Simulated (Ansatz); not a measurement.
# H on Rh(111): change of the work function

Wanted: Δφ(θ) for H/Rh(111), starting from the fcc site.

Method: plane-wave DFT, PBE, Ansatz PAW, in Ansatz 0.2.0.

**1. The structure**

The cell holds 4 atoms: 4 Rh. Its edges and angles: a = 2.687 Å, b = 2.687 Å, c = 24.582 Å, α = 90.0°, β = 90.0°, γ = 60.0°. Vacuum lies along c.

Structure file:

```cif
data_structure
_symmetry_space_group_name_H-M 'P 1'
_symmetry_Int_Tables_number 1
_cell_length_a 2.6870
_cell_length_b 2.6870
_cell_length_c 24.5818
_cell_angle_alpha 90.000
_cell_angle_beta 90.000
_cell_angle_gamma 60.000
_cell_volume 153.70
loop_
_atom_site_label
_atom_site_type_symbol
_atom_site_fract_x
_atom_site_fract_y
_atom_site_fract_z
_atom_site_occupancy
Rh1 Rh 0.00000 0.00000 0.36612 1
Rh2 Rh 0.33333 0.33333 0.45537 1
Rh3 Rh 0.66667 0.66667 0.54463 1
Rh4 Rh 0.00000 0.00000 0.63388 1
```

**2. The clean slab**

The bare slab comes first, as the zero from which every change is counted. The two lowest layers are held at bulk places and the upper ones relax. The dipole correction removes the false field that a one-sided slab makes across the periodic vacuum, so each face gets a flat vacuum level of its own.

input.yaml reads:

```yaml
crystal:
  lattice:
    - [2.6870057685, 0.0, 0.0]
    - [1.3435028843, 2.3270152556, 0.0]
    - [0.0, 0.0, 24.5817930688]
  atoms:
    - { symbol: Rh, position: [0.0, 0.0, 0.3661246344] }
    - { symbol: Rh, position: [0.3333333333, 0.3333333333, 0.4553748781] }
    - { symbol: Rh, position: [0.6666666667, 0.6666666667, 0.5446251219] }
    - { symbol: Rh, position: [0.0, 0.0, 0.6338753656] }
kpoints:
  mp_grid: { grid: [12, 12, 1] }
hamiltonian:
  xc: pbe
scf:
  occupations: { method: fermi_dirac, width: 0.1 }
  convergence: { dr2_threshold: 1.0e-08 }
efield:
  axis: 3
  dipole_correction: true
  ramp_position: 0.97
  ramp_width: 0.06
relax:
  f_tol: 0.02
  max_steps: 60
  constraints: [{ sites: [0, 1] }]
output:
  write_potential: true
  write_density: true
  volumetric_format: npy
```

Launch:

```bash
$ ansatz run input.yaml --threads 4 --pin off --max-ram 16384MiB --backend cpu --events-out ev --progress --plain --runs-dir out
```

What it wrote:

```text
Engine: ansatz 0.2.0, aarch64-unknown-linux-gnu
Pseudopotentials: kind: paw
Pseudopotential: Rh, paw, valence charge 17, recommended cutoff 420 eV (normal), Rh.paw.azcp
Functional definition: PBE
  parameter kappa = 0.804
  parameter beta = 0.066725
  exchange = pbe_x(kappa = kappa, mu = beta*pi^2/3)
  correlation = pbe_c(beta = beta)
Crystal: 4 atoms, lattice volume = 153.703 Å³
Basis set: ecut = 420 eV, 3065 PW (Γ), exchange–correlation on 36×36×360 points (8 copies of the dense FFT grid, shifted against one another)
Bands: 41, of which v1, the nominal top of the filled ones, is band 34 counted from 1 (33 counted from 0)
Symmetry: 6 space group operations
k-points: 19 of 144 (time reversal used)
Non-local potential: Rh, projectors of the file, l = 0: 3, l = 1: 2, l = 2: 2, l = 3: 1
PAW form: soft (Blöchl's): semilocal exchange-correlation on the pseudo side does not see the compensation charge
PAW one-centre angular grid: Rh, 590 points (default); XC on 64 Gauss nodes
Initial density: superposition of atomic densities (neutral atoms: chi_scale 0, normalization atom), corrected by the library's trained network
Initial wavefunctions: pseudopotential atomic-orbital guess
Functional: x = pbe(κ = 0.804, μ = 0.219515), c = pbe(β = 0.066725)
SCF iter   1: F=—  HF=-25610.048058 eV  |F-HF|=—  |Δ(HF+E_count)|=         —  Δρ=3.00e-3  dr2=7.23e-3  ethr=1.77e-3  p=-0.000 e·Å  D=-1.92e-14 V/Å  ΔV_dip=0.00 eV  dr2_dipole=1.99e-7  V_vac-E_F(+/−)=4.98/4.98 eV  ⟨swp⟩=8.3  Hψ=3723  notcnv=0  defer=3
efield: sawtooth ramp at fractional position 0.9700 (set: `efield.ramp_position`, or a place that a band, a saddle search or an elastic batch's reference lends), width 0.0600; the density the first Hamiltonian is built on has a dipole p = -0.000 e·Å; the dipole correction subtracts the counter field D = -1.92e-14 V/Å, which shifts the + side's vacuum level by +0.00 eV against the − side's; the planar-averaged density in the ramp window peaks in size at 3.7e-6 e/Å³
preconditioner: auto → LDOS  [metal: Δε(μ)=0.005 eV  Ē_g=5.586 eV  σ=0.100 eV  W_gap=0.01  n_scr=18 (ndim 8)  ℏωp=18.0 eV  f_vac=0.588  D(μ)=6.30/eV (n_scr^D=38)  β→1.0]
SCF iter   2: F=—  HF=-25610.050255 eV  |F-HF|=—  |Δ(HF+E_count)|=   2.20e-3  Δρ=1.42e-3  dr2=2.83e-3  ethr=1.06e-5  p=0.000 e·Å  D=2.16e-5 V/Å  ΔV_dip=-0.00 eV  dr2_dipole=2.84e-7  V_vac-E_F(+/−)=5.18/5.18 eV  ⟨swp⟩=3.2  Hψ=1977  notcnv=0  defer=5
SCF iter   3: F=—  HF=-25610.049790 eV  |F-HF|=—  |Δ(HF+E_count)|=   4.66e-4  Δρ=6.39e-4  dr2=1.01e-3  ethr=4.16e-6  p=0.000 e·Å  D=7.89e-6 V/Å  ΔV_dip=-0.00 eV  dr2_dipole=2.56e-8  V_vac-E_F(+/−)=5.16/5.16 eV  ⟨swp⟩=3.1  Hψ=1662  notcnv=0  defer=5
SCF iter   4: F=—  HF=-25610.049607 eV  |F-HF|=—  |Δ(HF+E_count)|=   1.82e-4  Δρ=2.42e-4  dr2=8.22e-5  ethr=1.49e-6  p=0.000 e·Å  D=4.71e-6 V/Å  ΔV_dip=-0.00 eV  dr2_dipole=6.13e-10  V_vac-E_F(+/−)=5.17/5.17 eV  ⟨swp⟩=2.0  Hψ=1119  notcnv=0  defer=5
SCF iter   5: F=—  HF=-25610.049591 eV  |F-HF|=—  |Δ(HF+E_count)|=   1.68e-5  Δρ=6.97e-5  dr2=8.06e-6  ethr=1.21e-7  p=0.000 e·Å  D=3.22e-6 V/Å  ΔV_dip=-0.00 eV  dr2_dipole=2.45e-10  V_vac-E_F(+/−)=5.17/5.17 eV  ⟨swp⟩=2.5  Hψ=1423  notcnv=0  defer=5
SCF iter   6: F=—  HF=-25610.049590 eV  |F-HF|=—  |Δ(HF+E_count)|=   6.64e-7  Δρ=1.34e-5  dr2=5.18e-7  ethr=1.18e-8  p=0.000 e·Å  D=1.21e-6 V/Å  ΔV_dip=-0.00 eV  dr2_dipole=9.29e-12  V_vac-E_F(+/−)=5.17/5.17 eV  ⟨swp⟩=2.1  Hψ=1270  notcnv=0  defer=5
SCF iter   7: F=—  HF=-25610.049590 eV  |F-HF|=—  |Δ(HF+E_count)|=   2.79e-7  Δρ=5.14e-6  dr2=1.23e-7  ethr=7.62e-10  p=0.000 e·Å  D=5.79e-7 V/Å  ΔV_dip=-0.00 eV  dr2_dipole=1.73e-12  V_vac-E_F(+/−)=5.17/5.17 eV  ⟨swp⟩=3.3  Hψ=1732  notcnv=0  defer=5
SCF iter   8: F=—  HF=-25610.049590 eV  |F-HF|=—  |Δ(HF+E_count)|=   5.12e-8  Δρ=1.84e-6  dr2=1.43e-8  ethr=1.82e-10  p=0.000 e·Å  D=2.16e-7 V/Å  ΔV_dip=-0.00 eV  dr2_dipole=2.19e-13  V_vac-E_F(+/−)=5.17/5.17 eV  ⟨swp⟩=2.2  Hψ=975  notcnv=0  defer=5
SCF iter   9: F=-25610.049590 eV  HF=-25610.049590 eV  |F-HF|=2.91e-9  |Δ(HF+E_count)|=   5.47e-9  Δρ=5.56e-7  dr2=7.73e-10  ethr=1.47e-11  p=0.000 e·Å  D=8.59e-8 V/Å  ΔV_dip=-0.00 eV  dr2_dipole=7.15e-13  V_vac-E_F(+/−)=5.17/5.17 eV  ⟨swp⟩=9.8  Hψ=5462  notcnv=0
SCF 1 converged in 9 iterations: F = -25610.049590 eV  dr2 = 7.73e-10
  greatest PAW one-centre occupation: 1.000 electrons in one spin orbital (limit 2), on the Rh atom at site 2 (counted from 0), in its partial waves of l = 0
relax step   1: F+E_penalty+E_count = -25610.04959025 eV  Δ(F+E_penalty+E_count) = +0.000e0 eV  max|allowed force component| = 3.499e-2 eV/Å  Δτ_max = 0.0000 Å  (9 SCF iters, accepted)
Initial density: handed on by an earlier stage of this run
Initial wavefunctions: those handed on with the density
iter 1 solved again at ethr=2.02e-5 eV; its pass at ethr=3.10e-3 eV (dr2=1.37e-2 eV) is discarded
SCF iter   1: F=—  HF=-25610.049956 eV  |F-HF|=—  |Δ(HF+E_count)|=         —  Δρ=1.41e-3  dr2=1.32e-2  ethr=2.02e-5  p=-0.000 e·Å  D=-1.72e-8 V/Å  ΔV_dip=0.00 eV  dr2_dipole=4.55e-3  V_vac-E_F(+/−)=5.17/5.17 eV  ⟨swp⟩=1.3  Hψ=2099  notcnv=0  defer=5
efield: sawtooth ramp at fractional position 0.9700 (set: `efield.ramp_position`, or a place that a band, a saddle search or an elastic batch's reference lends), width 0.0600; the density the first Hamiltonian is built on has a dipole p = -0.000 e·Å; the dipole correction subtracts the counter field D = -1.72e-8 V/Å, which shifts the + side's vacuum level by +0.00 eV against the − side's; the planar-averaged density in the ramp window peaks in size at 1.1e-6 e/Å³
preconditioner: auto → LDOS  [metal: Δε(μ)=0.011 eV  Ē_g=5.583 eV  σ=0.100 eV  W_gap=0.03  n_scr=18 (ndim 8)  ℏωp=18.0 eV  f_vac=0.589  D(μ)=6.28/eV (n_scr^D=38)  β→1.0]
SCF iter   2: F=—  HF=-25610.049812 eV  |F-HF|=—  |Δ(HF+E_count)|=   1.45e-4  Δρ=5.73e-4  dr2=4.48e-4  ethr=1.95e-5  p=-0.000 e·Å  D=-7.30e-5 V/Å  ΔV_dip=0.00 eV  dr2_dipole=6.02e-5  V_vac-E_F(+/−)=5.17/5.17 eV  ⟨swp⟩=1.3  Hψ=785  notcnv=0  defer=5
SCF iter   3: F=—  HF=-25610.049720 eV  |F-HF|=—  |Δ(HF+E_count)|=   9.20e-5  Δρ=3.44e-4  dr2=2.78e-4  ethr=6.58e-7  p=0.000 e·Å  D=3.36e-4 V/Å  ΔV_dip=-0.01 eV  dr2_dipole=5.68e-5  V_vac-E_F(+/−)=5.16/5.17 eV  ⟨swp⟩=3.8  Hψ=1937  notcnv=0  defer=5
SCF iter   4: F=—  HF=-25610.049680 eV  |F-HF|=—  |Δ(HF+E_count)|=   4.00e-5  Δρ=4.06e-5  dr2=4.97e-6  ethr=4.09e-7  p=0.000 e·Å  D=1.14e-4 V/Å  ΔV_dip=-0.00 eV  dr2_dipole=1.06e-8  V_vac-E_F(+/−)=5.17/5.17 eV  ⟨swp⟩=2.0  Hψ=1120  notcnv=0  defer=5
SCF iter   5: F=—  HF=-25610.049673 eV  |F-HF|=—  |Δ(HF+E_count)|=   6.23e-6  Δρ=1.60e-5  dr2=7.23e-7  ethr=7.30e-9  p=0.000 e·Å  D=1.16e-4 V/Å  ΔV_dip=-0.00 eV  dr2_dipole=1.40e-8  V_vac-E_F(+/−)=5.17/5.17 eV  ⟨swp⟩=3.6  Hψ=1778  notcnv=0  defer=5
SCF iter   6: F=—  HF=-25610.049674 eV  |F-HF|=—  |Δ(HF+E_count)|=   4.90e-7  Δρ=5.88e-6  dr2=1.11e-7  ethr=1.06e-9  p=0.000 e·Å  D=1.19e-4 V/Å  ΔV_dip=-0.00 eV  dr2_dipole=8.70e-9  V_vac-E_F(+/−)=5.17/5.17 eV  ⟨swp⟩=2.1  Hψ=1053  notcnv=0  defer=5
SCF iter   7: F=-25610.049674 eV  HF=-25610.049674 eV  |F-HF|=3.74e-8  |Δ(HF+E_count)|=   1.26e-7  Δρ=1.67e-6  dr2=5.94e-9  ethr=1.47e-11  p=0.000 e·Å  D=1.18e-4 V/Å  ΔV_dip=-0.00 eV  dr2_dipole=2.05e-11  V_vac-E_F(+/−)=5.17/5.17 eV  ⟨swp⟩=8.8  Hψ=6148  notcnv=0
SCF 2 converged in 7 iterations: F = -25610.049674 eV  dr2 = 5.94e-9
relax step   2: F+E_penalty+E_count = -25610.04967410 eV  Δ(F+E_penalty+E_count) = -8.384e-5 eV  max|allowed force component| = 2.244e-2 eV/Å  Δτ_max = 0.0127 Å  (7 SCF iters, accepted)
SCF iter   1: F=—  HF=-25610.049763 eV  |F-HF|=—  |Δ(HF+E_count)|=         —  Δρ=5.17e-4  dr2=1.81e-3  ethr=2.64e-5  p=0.000 e·Å  D=1.18e-4 V/Å  ΔV_dip=-0.00 eV  dr2_dipole=6.21e-4  V_vac-E_F(+/−)=5.17/5.17 eV  ⟨swp⟩=2.1  Hψ=1238  notcnv=0  defer=5
efield: sawtooth ramp at fractional position 0.9700 (set: `efield.ramp_position`, or a place that a band, a saddle search or an elastic batch's reference lends), width 0.0600; the density the first Hamiltonian is built on has a dipole p = 0.000 e·Å; the dipole correction subtracts the counter field D = 1.18e-4 V/Å, which shifts the + side's vacuum level by -0.00 eV against the − side's; the planar-averaged density in the ramp window peaks in size at 9.0e-7 e/Å³
preconditioner: auto → LDOS  [metal: Δε(μ)=0.011 eV  Ē_g=5.578 eV  σ=0.100 eV  W_gap=0.03  n_scr=18 (ndim 8)  ℏωp=18.0 eV  f_vac=0.589  D(μ)=6.28/eV (n_scr^D=38)  β→1.0]
SCF iter   2: F=—  HF=-25610.049743 eV  |F-HF|=—  |Δ(HF+E_count)|=   2.08e-5  Δρ=1.96e-4  dr2=5.12e-5  ethr=2.66e-6  p=0.000 e·Å  D=1.57e-4 V/Å  ΔV_dip=-0.00 eV  dr2_dipole=7.88e-6  V_vac-E_F(+/−)=5.17/5.17 eV  ⟨swp⟩=1.2  Hψ=936  notcnv=0  defer=5
SCF iter   3: F=—  HF=-25610.049729 eV  |F-HF|=—  |Δ(HF+E_count)|=   1.37e-5  Δρ=1.13e-4  dr2=3.33e-5  ethr=7.53e-8  p=0.000 e·Å  D=2.72e-6 V/Å  ΔV_dip=-0.00 eV  dr2_dipole=7.51e-6  V_vac-E_F(+/−)=5.17/5.17 eV  ⟨swp⟩=3.4  Hψ=1737  notcnv=0  defer=5
SCF iter   4: F=—  HF=-25610.049724 eV  |F-HF|=—  |Δ(HF+E_count)|=   4.52e-6  Δρ=1.39e-5  dr2=6.45e-7  ethr=4.89e-8  p=0.000 e·Å  D=7.60e-5 V/Å  ΔV_dip=-0.00 eV  dr2_dipole=1.24e-8  V_vac-E_F(+/−)=5.17/5.17 eV  ⟨swp⟩=2.0  Hψ=1111  notcnv=0  defer=5
SCF iter   5: F=—  HF=-25610.049722 eV  |F-HF|=—  |Δ(HF+E_count)|=   2.95e-6  Δρ=5.64e-6  dr2=9.33e-8  ethr=9.48e-10  p=0.000 e·Å  D=7.48e-5 V/Å  ΔV_dip=-0.00 eV  dr2_dipole=3.73e-9  V_vac-E_F(+/−)=5.17/5.17 eV  ⟨swp⟩=3.6  Hψ=1645  notcnv=0  defer=5
SCF iter   6: F=—  HF=-25610.049722 eV  |F-HF|=—  |Δ(HF+E_count)|=   1.30e-7  Δρ=1.95e-6  dr2=1.17e-8  ethr=1.37e-10  p=0.000 e·Å  D=7.30e-5 V/Å  ΔV_dip=-0.00 eV  dr2_dipole=7.61e-10  V_vac-E_F(+/−)=5.17/5.17 eV  ⟨swp⟩=2.2  Hψ=1093  notcnv=0  defer=5
SCF iter   7: F=-25610.049722 eV  HF=-25610.049722 eV  |F-HF|=9.63e-9  |Δ(HF+E_count)|=   1.96e-8  Δρ=6.17e-7  dr2=1.05e-9  ethr=1.47e-11  p=0.000 e·Å  D=7.30e-5 V/Å  ΔV_dip=-0.00 eV  dr2_dipole=6.42e-13  V_vac-E_F(+/−)=5.17/5.17 eV  ⟨swp⟩=9.8  Hψ=5444  notcnv=0
SCF 3 converged in 7 iterations: F = -25610.049722 eV  dr2 = 1.05e-9
relax step   3: F+E_penalty+E_count = -25610.04972167 eV  Δ(F+E_penalty+E_count) = -4.757e-5 eV  max|allowed force component| = 3.975e-4 eV/Å  Δτ_max = 0.0047 Å  (7 SCF iters, accepted)
NSCF: frozen V_eff on 19 k-points
the band table was solved once a step of the walk had ended and its energy, with any forces and stress, was formed, with the checks that follow a solve (3909 applications of the Hamiltonian). They found nothing against the state; the energy, forces and stress were not computed again (output.eigenvalues in the input reference)
WARN: The output density's exchange-correlation potential varies sharply where the density is thin. Do not read a vacuum level from v_tot or v_xc, or from such a field of the output density. On a cell that repeats whose density bears no net charge and no dipole along the vacuum's axis use v_es (v_loc + v_h of the components); under efield.dipole_correction with no amplitude use v_es + v_field, which holds any externa [...]
SCF converged after 7 iterations
Free energy (F): -25610.049722 eV
Harris-Foulkes:  -25610.049722 eV  (|F-HF|=9.63e-9)
Internal energy: -25609.837670 eV  (E = F + TS)
E sigma→0 (E₀):  -25609.943696 eV
Entropy (-TS):   -0.212052 eV (-53.013 meV/atom)
Fermi energy:    4.706112 eV
Dipole field:    D = 0.000072 V/Å  (p = 0.000061 e·Å, saw-weighted, corrected)
Work function:   Φ+ = 5.1674 eV   Φ− = 5.1692 eV
Levels:          The Fermi level and band energies are counted from a zero that moves with the ramp; work functions are not
--- Per-component energies (eV) ---
  E_band       = -1526.571688
  E_kinetic    = 2290.090185
  E_local      = -122491.003598  (includes V_loc(G=0)·N_el)
  E_nonlocal   = 1421.302643
  E_hartree    = 59724.727791
  E_xc         = -884.908045
  E_vxc        = -1110.509521  (∫ρ·V_xc dr)
  E_paw        = -14348.611587  (= ΣΔE_a)
  E_vpaw       = -1085.912723  (= ΣTr[D̂ρ^β])
  E_aug_tail   = 0.003404  (compensation charges beyond the density's cutoff)
  E_efield     = 0.000000  (sawtooth field / dipole correction)
  E_vefield    = 0.000014  (∫n·V_field dr)
  E_ewald      = 48678.561538
  E_smearing   = -0.212052  (= −TS)
  E_closure    = -0.000000  (closes the sum)
  Σ components = -25610.049722   (vs F -25610.049722, Δ=0.00e0)
--- Forces (eV/Å), atoms counted from 1 ---
  atom   1  Rh    -0.00000000     0.00000000     0.03097946
  atom   2  Rh    -0.00000000    -0.00000000    -0.03084720
  atom   3  Rh    -0.00000000     0.00000000    -0.00039750
  atom   4  Rh     0.00000000    -0.00000000     0.00027289
  max |Σ_I F_I| component: 7.64e-6 eV/Å
--- Band table (eV; the first three rows and the last of 19) ---
  k-point 0: bands = [... 30 lower, 2.7526, 3.6994, 3.6994, 3.9980, 3.9980, 4.7099, 4.7099, 4.8205, ... 3 higher]
  k-point 1: bands = [... 30 lower, 2.5536, 3.5756, 3.5774, 3.8488, 4.0260, 4.1381, 4.5315, 4.7073, ... 3 higher]
  k-point 2: bands = [... 30 lower, 2.9651, 3.0842, 3.3252, 3.5013, 3.8110, 4.0323, 4.6964, 5.0882, ... 3 higher]
  k-point 18: bands = [... 30 lower, 3.6443, 3.6486, 4.5244, 4.8653, 4.9521, 4.9529, 11.6585, 11.8523, ... 3 higher]
--- Relaxed structure (3 steps of the walk, 3 accepted, 0 SCFs on fresh bases) ---
  F+E_penalty+E_count = -25610.04972167 eV   max|allowed force component| = 3.975e-4 eV/Å
  atoms:
    - { symbol: Rh, position: [0.0, 0.0, 0.3661246344] }
    - { symbol: Rh, position: [0.333333, 0.333333, 0.455375] }
    - { symbol: Rh, position: [0.666667, 0.666667, 0.544472] }
    - { symbol: Rh, position: [0, 0, 0.633551] }
```

Run time: 9.2 s. Hardware: 4 threads of Arm Neoverse V1, shared host; peak memory 0.46 GiB; 35 s of CPU time.

In the SCF lines HF is the Harris–Foulkes energy and dr2 the Hartree energy of the density residual, in eV; the loop may stop once dr2 is under the threshold and the program's other checks hold. Hψ counts applications of the Hamiltonian.

Step by step:

```csv
step,energy less that of the first step (eV),largest force component (eV/Å)
1,0.0000,0.0350
2,-0.0001,0.0224
3,-0.0001,0.0004
```

Forces are held to the 6 operations that the program found; a distortion that breaks them can't arise in this run.

Final coordinates:

```cif
data_structure
_symmetry_space_group_name_H-M 'P 1'
_symmetry_Int_Tables_number 1
_cell_length_a 2.6870
_cell_length_b 2.6870
_cell_length_c 24.5818
_cell_angle_alpha 90.000
_cell_angle_beta 90.000
_cell_angle_gamma 60.000
_cell_volume 153.70
loop_
_atom_site_label
_atom_site_type_symbol
_atom_site_fract_x
_atom_site_fract_y
_atom_site_fract_z
_atom_site_occupancy
Rh1 Rh 0.00000 0.00000 0.36612 1
Rh2 Rh 0.33333 0.33333 0.45537 1
Rh3 Rh 0.66667 0.66667 0.54447 1
Rh4 Rh 0.00000 0.00000 0.63355 1
```

Numbers from this step:

```yaml
energy_at_zero_smearing: -25609.9437 eV
work_function_upper_face: 5.167 eV
dipole_along_the_normal: 6.10e-5 e·Å
```

Running mean over 2.194 Å of the planar mean; the ramp of the sawtooth is left out. Electron's electrostatic potential energy less the Fermi level against z:

```csv
z (Å),electron's electrostatic potential energy less the Fermi level (eV)
3.5,5.17
4.0,5.17
4.5,5.17
5.0,5.16
5.5,5.15
6.0,5.10
6.5,4.90
7.0,4.16
7.5,0.989
8.0,-5.57
8.5,-11.0
9.0,-12.7
9.5,-13.0
10.0,-13.1
10.5,-13.1
11.0,-13.2
11.5,-13.3
12.0,-13.3
12.5,-13.3
13.0,-13.3
13.5,-13.2
14.0,-13.2
14.5,-13.1
15.0,-13.0
15.5,-12.8
16.0,-11.5
16.5,-6.58
17.0,0.143
17.5,3.93
18.0,4.85
18.5,5.08
19.0,5.14
19.5,5.16
20.0,5.17
20.5,5.17
21.0,5.17
21.5,5.17
```

The relaxation took 3 steps and lowered the energy by 1.3e-4 eV; the largest force on the free atoms ends at 4.0e-4 eV/Å.

The work function of the upper face is 5.17 eV.

[end of part 1 of 4]

[Long decimals in the printed logs are rounded to 6 places.]

[Logs are printed without paths, hosts, clocks, repeated set-up lines and the standing remarks that a program may print on its own settings, such as how far it seeks lower states.]

[Hosts, paths, dates, database ids (printed as entryN), source tags and the programs' standing remarks are cut or masked in the printed files.]

[Maps of the electrostatic potential energy from Ansatz leave out the sawtooth potential of an applied field or a dipole correction, so their vacuum need not be flat; planar profiles and work functions include it.]
